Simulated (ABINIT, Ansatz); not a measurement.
## Quasiparticle gap of BaSrSn2O6 (P4/mmm) in ABINIT

Wanted: ground state, empty states, screening and self-energy for BaSrSn2O6 (P4/mmm).

Method: LDA and many-body steps on it, plane waves, in ABINIT 10.8.3.

## 1. Set-up

Symmetry: P4/mmm, No. 123, tetragonal system. Conventional cell: a = 4.146 Å, b = 4.146 Å, c = 8.295 Å, α = 90.00°, β = 90.00°, γ = 90.00°. Nearest to Ba lie 12 O at 2.93 to 2.97 Å. Sr has 12 O at 2.89 to 2.93 Å nearest. Nearest to Sn lie 6 O at 2.05 to 2.10 Å. O has 2 Sn at 2.10 Å and 4 Ba at 2.93 Å nearest. Nearest to O lie 2 Sn at 2.05 Å and 4 Sr at 2.93 Å. Nearest to O lie 2 Sn at 2.07 Å and 2 Sr at 2.89 Å and 2 Ba at 2.97 Å. Farther neighbours and most contacts between anions are not listed.

The cell and positions are those that the Materials Project relaxed with its own functionals (PBE, PBE+U or r2SCAN), kept fixed. Spin-orbit coupling is left out unless a step names it.

## 2. Ground state

This step: ABINIT 10.8.3; DFT, LDA, plane waves, norm-conserving pseudopotentials.

The ground-state density comes first.

run.abi reads:

```
acell 3*1.0 Angstrom
rprim 
  4.146422000000 0.000000000000 0.000000000000
  0.000000000000 4.146422000000 0.000000000000
  0.000000000000 0.000000000000 8.294893000000
ntypat 4
znucl 56 38 50 8
natom 10
typat 1 2 3 3 4 4 4 4 4 4
xred 
  0.500000000000 0.500000000000 0.000000000000
  0.500000000000 0.500000000000 0.500000000000
  0.000000000000 0.000000000000 0.747206000000
  0.000000000000 0.000000000000 0.252794000000
  0.000000000000 0.000000000000 0.000000000000
  0.000000000000 0.000000000000 0.500000000000
  0.000000000000 0.500000000000 0.256664000000
  0.000000000000 0.500000000000 0.743336000000
  0.500000000000 0.000000000000 0.743336000000
  0.500000000000 0.000000000000 0.256664000000
pp_dirpath "pseudos"
pseudos "Ba.upf, Sr.upf, Sn.upf, O.upf"
ecut 42
ngkpt 6 6 4
nshiftk 1
shiftk 0 0 0
kptopt 1
chksymbreak 0
nband 59
occopt 1
tolvrs 1e-10
nstep 60
prtwf 0
optforces 0
optstress 0
indata_prefix "in"
outdata_prefix "out"
tmpdata_prefix "tmp"
```

Command:

```
$ OMP_NUM_THREADS=1 mpirun -n 4 abinit run.abi > log
```

Numbers of over 12 decimals in the logs are rounded to 6 here.

Log:

```text
.Version 10.8.3 of ABINIT. v10.8.2 released Aug 2026.

 Symmetries : space group P4/m m m (#123); Bravais tP (primitive tetrag.)
================================================================================
 Values of the parameters that define the memory need of the present run
     intxc =       0    ionmov =       0      iscf =       7    lmnmax =       6
     lnmax =       6     mgfft =      96  mpssoang =       3    mqgrid =    4573
     natom =      10  nloc_mem =       1    nspden =       1   nspinor =       1
    nsppol =       1      nsym =      16    n1xccc =    2501    ntypat =       4
    occopt =       1   xclevel =       1
-    mband =          59        mffmem =           1         mkmem =           8
       mpw =       12544          nfft =      221184          nkpt =          30
================================================================================
  Rough estimation (10% accuracy) of disk space for files :
================================================================================

--------------------------------------------------------------------------------
------------- Echo of variables that govern the present computation ------------
--------------------------------------------------------------------------------
 -outvars: echo values of preprocessed input variables --------
            acell      1.8897261259E+00  1.8897261259E+00  1.8897261259E+00 Bohr

      chksymbreak           0
             ecut      4.20000000E+01 Hartree
-          fftalg         312

              ixc       -1012
              kpt      0.00000000E+00  0.00000000E+00  0.00000000E+00
                       1.66666667E-01  0.00000000E+00  0.00000000E+00
                       3.33333333E-01  0.00000000E+00  0.00000000E+00
                       5.00000000E-01  0.00000000E+00  0.00000000E+00
                       1.66666667E-01  1.66666667E-01  0.00000000E+00
                       3.33333333E-01  1.66666667E-01  0.00000000E+00
                       5.00000000E-01  1.66666667E-01  0.00000000E+00
                       3.33333333E-01  3.33333333E-01  0.00000000E+00
                       5.00000000E-01  3.33333333E-01  0.00000000E+00
   [... 19 further rows ...]
                       5.00000000E-01  3.33333333E-01  5.00000000E-01
                       5.00000000E-01  5.00000000E-01  5.00000000E-01
         kptrlatt        6    0    0      0    6    0      0    0    4
          kptrlen      4.70136119E+01
P           mkmem           8
            natom          10
            nband          59
            ngfft          48      48      96
             nkpt          30
            nstep          60
             nsym          16
           ntypat           4
              occ      2.000000  2.000000  2.000000  2.000000  2.000000  2.000000
                       2.000000  2.000000  2.000000  2.000000  2.000000  2.000000
                       2.000000  2.000000  2.000000  2.000000  2.000000  2.000000
                       2.000000  2.000000  2.000000  2.000000  2.000000  2.000000
                       2.000000  2.000000  2.000000  2.000000  2.000000  2.000000
                       2.000000  2.000000  2.000000  2.000000  2.000000  2.000000
                       2.000000  2.000000  2.000000  2.000000  2.000000  2.000000
                       2.000000  2.000000  2.000000  2.000000  2.000000  2.000000
                       2.000000  2.000000  0.000000  0.000000  0.000000  0.000000
                       0.000000  0.000000  0.000000  0.000000  0.000000
        optforces           0
        optstress           0
            prtwf           0
            rprim      4.1464220000E+00  0.0000000000E+00  0.0000000000E+00
[...]
spgroup         123

           tolvrs      1.00000000E-10

             xred      5.0000000000E-01  5.0000000000E-01  0.0000000000E+00
[...]
znucl       56.00000   38.00000   50.00000    8.00000

================================================================================

 chkinp: Checking input parameters for consistency.

================================================================================
== DATASET  1 ==================================================================
-   mpi_nproc: 4, omp_nthreads: 1 (-1 if OMP is not activated)

--- !DatasetInfo
iteration_state: {dtset: 1, }
dimensions: {natom: 10, nkpt: 30, mband: 59, nsppol: 1, nspinor: 1, nspden: 1, mpw: 12544, }
cutoff_energies: {ecut:  42.0, pawecutdg:  -1.0, }
electrons: {nelect:   1.00000000E+02, charge:   0.00000000E+00, occopt:   1.00000000E+00, tsmear:   1.00000000E-02, }

 Real(R)+Recip(G) space primitive vectors, cartesian coordinates (Bohr,Bohr^-1):
 R(1)=  7.8356020  0.0000000  0.0000000  G(1)=  0.1276226  0.0000000  0.0000000
 R(2)=  0.0000000  7.8356020  0.0000000  G(2)=  0.0000000  0.1276226  0.0000000
 R(3)=  0.0000000  0.0000000 15.6750760  G(3)=  0.0000000  0.0000000  0.0637955
 Unit cell volume ucvol=  9.6239729E+02 bohr^3
 Angles (23,13,12)=  9.00000000E+01  9.00000000E+01  9.00000000E+01 degrees

 getcut: wavevector=  0.0000  0.0000  0.0000  ngfft=  48  48  96
         ecut(hartree)=     42.000   => boxcut(ratio)=   2.09929

--- Pseudopotential description ------------------------------------------------
- Ba Generated using ONCVPSP code by D. R. Hamann
[...]
pspatm: atomic psp has been read  and splines computed

   1.30665313E+04                                ecore*ucvol(ha*bohr**3)
--------------------------------------------------------------------------------

_setup2: Arith. and geom. avg. npw (full set) are   12512.660   12512.643

================================================================================

--- !BeginCycle
iteration_state: {dtset: 1, }
solver: {iscf: 7, nstep: 60, nline: 4, wfoptalg: 0, }
tolerances: {tolvrs: 1.00E-10, }

     iter   Etot(hartree)      deltaE(h)  residm     vres2
 ETOT  1  -603.35303058226    -6.034E+02 2.646E-01 1.939E+03
 ETOT  2  -604.31313357723    -9.601E-01 1.587E-02 2.011E+03
 ETOT  3  -604.90256135122    -5.894E-01 2.154E-02 1.263E+02
 ETOT  4  -604.92850838283    -2.595E-02 4.516E-03 1.096E+01
 ETOT  5  -604.92940042956    -8.920E-04 2.451E-03 5.577E+00
 ETOT  6  -604.92975139895    -3.510E-04 1.488E-03 1.823E+00
 ETOT  7  -604.93003567900    -2.843E-04 2.322E-03 1.859E-01
 ETOT  8  -604.93003812446    -2.445E-06 1.514E-03 5.426E-02
 ETOT  9  -604.93004040246    -2.278E-06 2.788E-03 1.052E-02
 ETOT 10  -604.93004226286    -1.860E-06 6.779E-04 3.681E-04
 ETOT 11  -604.93004228193    -1.907E-08 1.667E-03 2.208E-06
 ETOT 12  -604.93004228231    -3.818E-10 3.835E-04 1.247E-07
 ETOT 13  -604.93004228229     2.092E-11 7.514E-04 1.639E-09
 ETOT 14  -604.93004228226     2.944E-11 2.477E-04 3.600E-10
 ETOT 15  -604.93004228228    -1.728E-11 3.030E-04 1.804E-11

 At SCF step   15       vres2   =  1.80E-11 < tolvrs=  1.00E-10 =>converged.

--- !ResultsGS
iteration_state: {dtset: 1, }
comment   : Summary of ground state results
lattice_vectors:
- [  7.8356020,   0.0000000,   0.0000000, ]
- [  0.0000000,   7.8356020,   0.0000000, ]
- [  0.0000000,   0.0000000,  15.6750760, ]
lattice_lengths: [   7.83560,    7.83560,   15.67508, ]
lattice_angles: [ 90.000,  90.000,  90.000, ] # degrees, (23, 13, 12)
lattice_volume:   9.6239729E+02
convergence: {deltae: -1.728E-11, res2:  1.804E-11, residm:  3.030E-04, diffor:  0.000E+00, }
etotal    :  -6.04930042E+02
entropy   :   0.00000000E+00
fermie    :   2.27723854E-01
cartesian_stress_tensor: null
pressure_GPa: null
xred      :
- [  5.0000E-01,   5.0000E-01,   0.0000E+00, Ba]
- [  5.0000E-01,   5.0000E-01,   5.0000E-01, Sr]
- [  0.0000E+00,   0.0000E+00,   7.4721E-01, Sn]
- [  0.0000E+00,   0.0000E+00,   2.5279E-01, Sn]
- [  0.0000E+00,   0.0000E+00,   0.0000E+00,  O]
- [  0.0000E+00,   0.0000E+00,   5.0000E-01,  O]
- [  0.0000E+00,   5.0000E-01,   2.5666E-01,  O]
- [  0.0000E+00,   5.0000E-01,   7.4334E-01,  O]
- [  5.0000E-01,   0.0000E+00,   7.4334E-01,  O]
- [  5.0000E-01,   0.0000E+00,   2.5666E-01,  O]
cartesian_forces: null
force_length_stats: {min: null, max: null, mean: null, }

 Integrated electronic density in atomic spheres:
 ------------------------------------------------
 Atom  Sphere_radius  Integrated_density
[...]
================================================================================

 ----iterations are completed or convergence reached----

 Mean square residual over all n,k,spin=   13.101E-07; max=  30.303E-05
 reduced coordinates (array xred) for   10 atoms
[...]
0.000000000000      0.500000000000      0.256664000000
       0.000000000000      0.500000000000      0.743336000000
       0.500000000000      0.000000000000      0.743336000000
       0.500000000000      0.000000000000      0.256664000000
 rms dE/dt=  0.0000E+00; max dE/dt=  0.0000E+00; dE/dt below (all hartree)
    1       0.000000000000      0.000000000000      0.000000000000
    2       0.000000000000      0.000000000000      0.000000000000
    3       0.000000000000      0.000000000000      0.000000000000
    4       0.000000000000      0.000000000000      0.000000000000
    5       0.000000000000      0.000000000000      0.000000000000
    6       0.000000000000      0.000000000000      0.000000000000
    7       0.000000000000      0.000000000000      0.000000000000
    8       0.000000000000      0.000000000000      0.000000000000
    9       0.000000000000      0.000000000000      0.000000000000
   10       0.000000000000      0.000000000000      0.000000000000

 cartesian coordinates (angstrom) at end:
[...]
6      0.000000     0.000000     4.147447
    7      0.000000     2.073211     2.129000
    8      0.000000     2.073211     6.165893
    9      2.073211     0.000000     6.165893
   10      2.073211     0.000000     2.129000
 length scales=  1.889726125908  1.889726125908  1.889726125908 bohr
              =  1.000000000000  1.000000000000  1.000000000000 angstroms
 prteigrs : about to open file out_EIG
 Fermi (or HOMO) energy (hartree) =   0.22772   Average Vxc (hartree)=  -0.42661
 Eigenvalues (hartree) for nkpt=  30  k points:
 kpt#   1, nband= 59, wtk=  0.00694, kpt=  0.0000  0.0000  0.0000 (reduced coord)
  -4.45739   -4.45739   -2.83775   -2.83775   -2.83775   -2.83775   -2.83775   -2.83775
  -0.97780   -0.69578   -0.52862   -0.52857   -0.52846   -0.51888   -0.50232   -0.50232
  -0.50165   -0.50165   -0.50164   -0.50164   -0.41468   -0.39614   -0.36653   -0.31560
  -0.31560   -0.30883   -0.30593   -0.30562   -0.30505   -0.14735   -0.14735   -0.14566
   0.05401    0.05401    0.05426    0.05426    0.05440    0.05478    0.13914    0.16621
   0.18568    0.18568    0.18593    0.18593    0.19068    0.19219    0.19219    0.20280
   0.20321    0.20321    0.24635    0.39375    0.40494    0.40778    0.45128    0.47377
   0.47670    0.48675    0.48783
 prteigrs : prtvol=0 or 1, do not print more k-points.

--- !EnergyTerms
iteration_state     : {dtset: 1, }
comment             : Components of total free energy in Hartree
kinetic             :  2.37611846446922E+02
hartree             :  1.98936878055778E+02
xc                  : -9.36341520108002E+01
Ewald energy        : -3.47929183257177E+02
psp_core            :  1.35770658388983E+01
local_psp           : -5.91886283579708E+02
non_local_psp       : -2.16062137761887E+01
total_energy        : -6.04930042282277E+02
total_energy_eV     : -1.64609850323407E+04
band_energy         : -6.73829111191370E+01

== END DATASET(S) ==============================================================
================================================================================

 -outvars: echo values of variables after computation  --------
           etotal     -6.0493004228E+02
            nband          59
             nkpt          30
          spgroup         123
 [... the other variables as echoed above ...]

 Calculation completed.
```

Wall time 9 min (4 MPI ranks of Intel Xeon Platinum 8488C (Sapphire Rapids), shared host); peak memory 0.83 GiB.

Numbers from this step:

- total energy: -16460.9850 eV
- gap: 0.5069 eV
- k of the valence top: 0.5, 0.5, 0
- k of the conduction bottom: 0, 0, 0
- least direct gap: 1.174 eV

The gap is indirect, with the least direct gap 0.67 eV higher.

(Continued in part 2 of 3.)

[Paths, hosts, dates, memory and timing lines, banners, echoed tables and standing remarks are left out of the program output.]

[Logs are printed without paths, hosts, clocks, repeated set-up lines and the standing remarks that a program may print on its own settings, such as how far it seeks lower states.]

[Runs of the session that timed out or met a known fault of the program may be left out.]

[Hosts, paths, dates, database ids (printed as entryN), source tags and the programs' standing remarks are cut or masked in the printed files.]

[G0W0 gaps are taken among the corrected bands and points alone; a level outside them can change the order at an edge.]

[Where Ansatz stands beside ABINIT at settings called matched, ABINIT's density can come from a denser mesh and the files from another edition; pairs whose starting gaps differed by over 0.03 eV were left out, so agreement reads better than it is.]
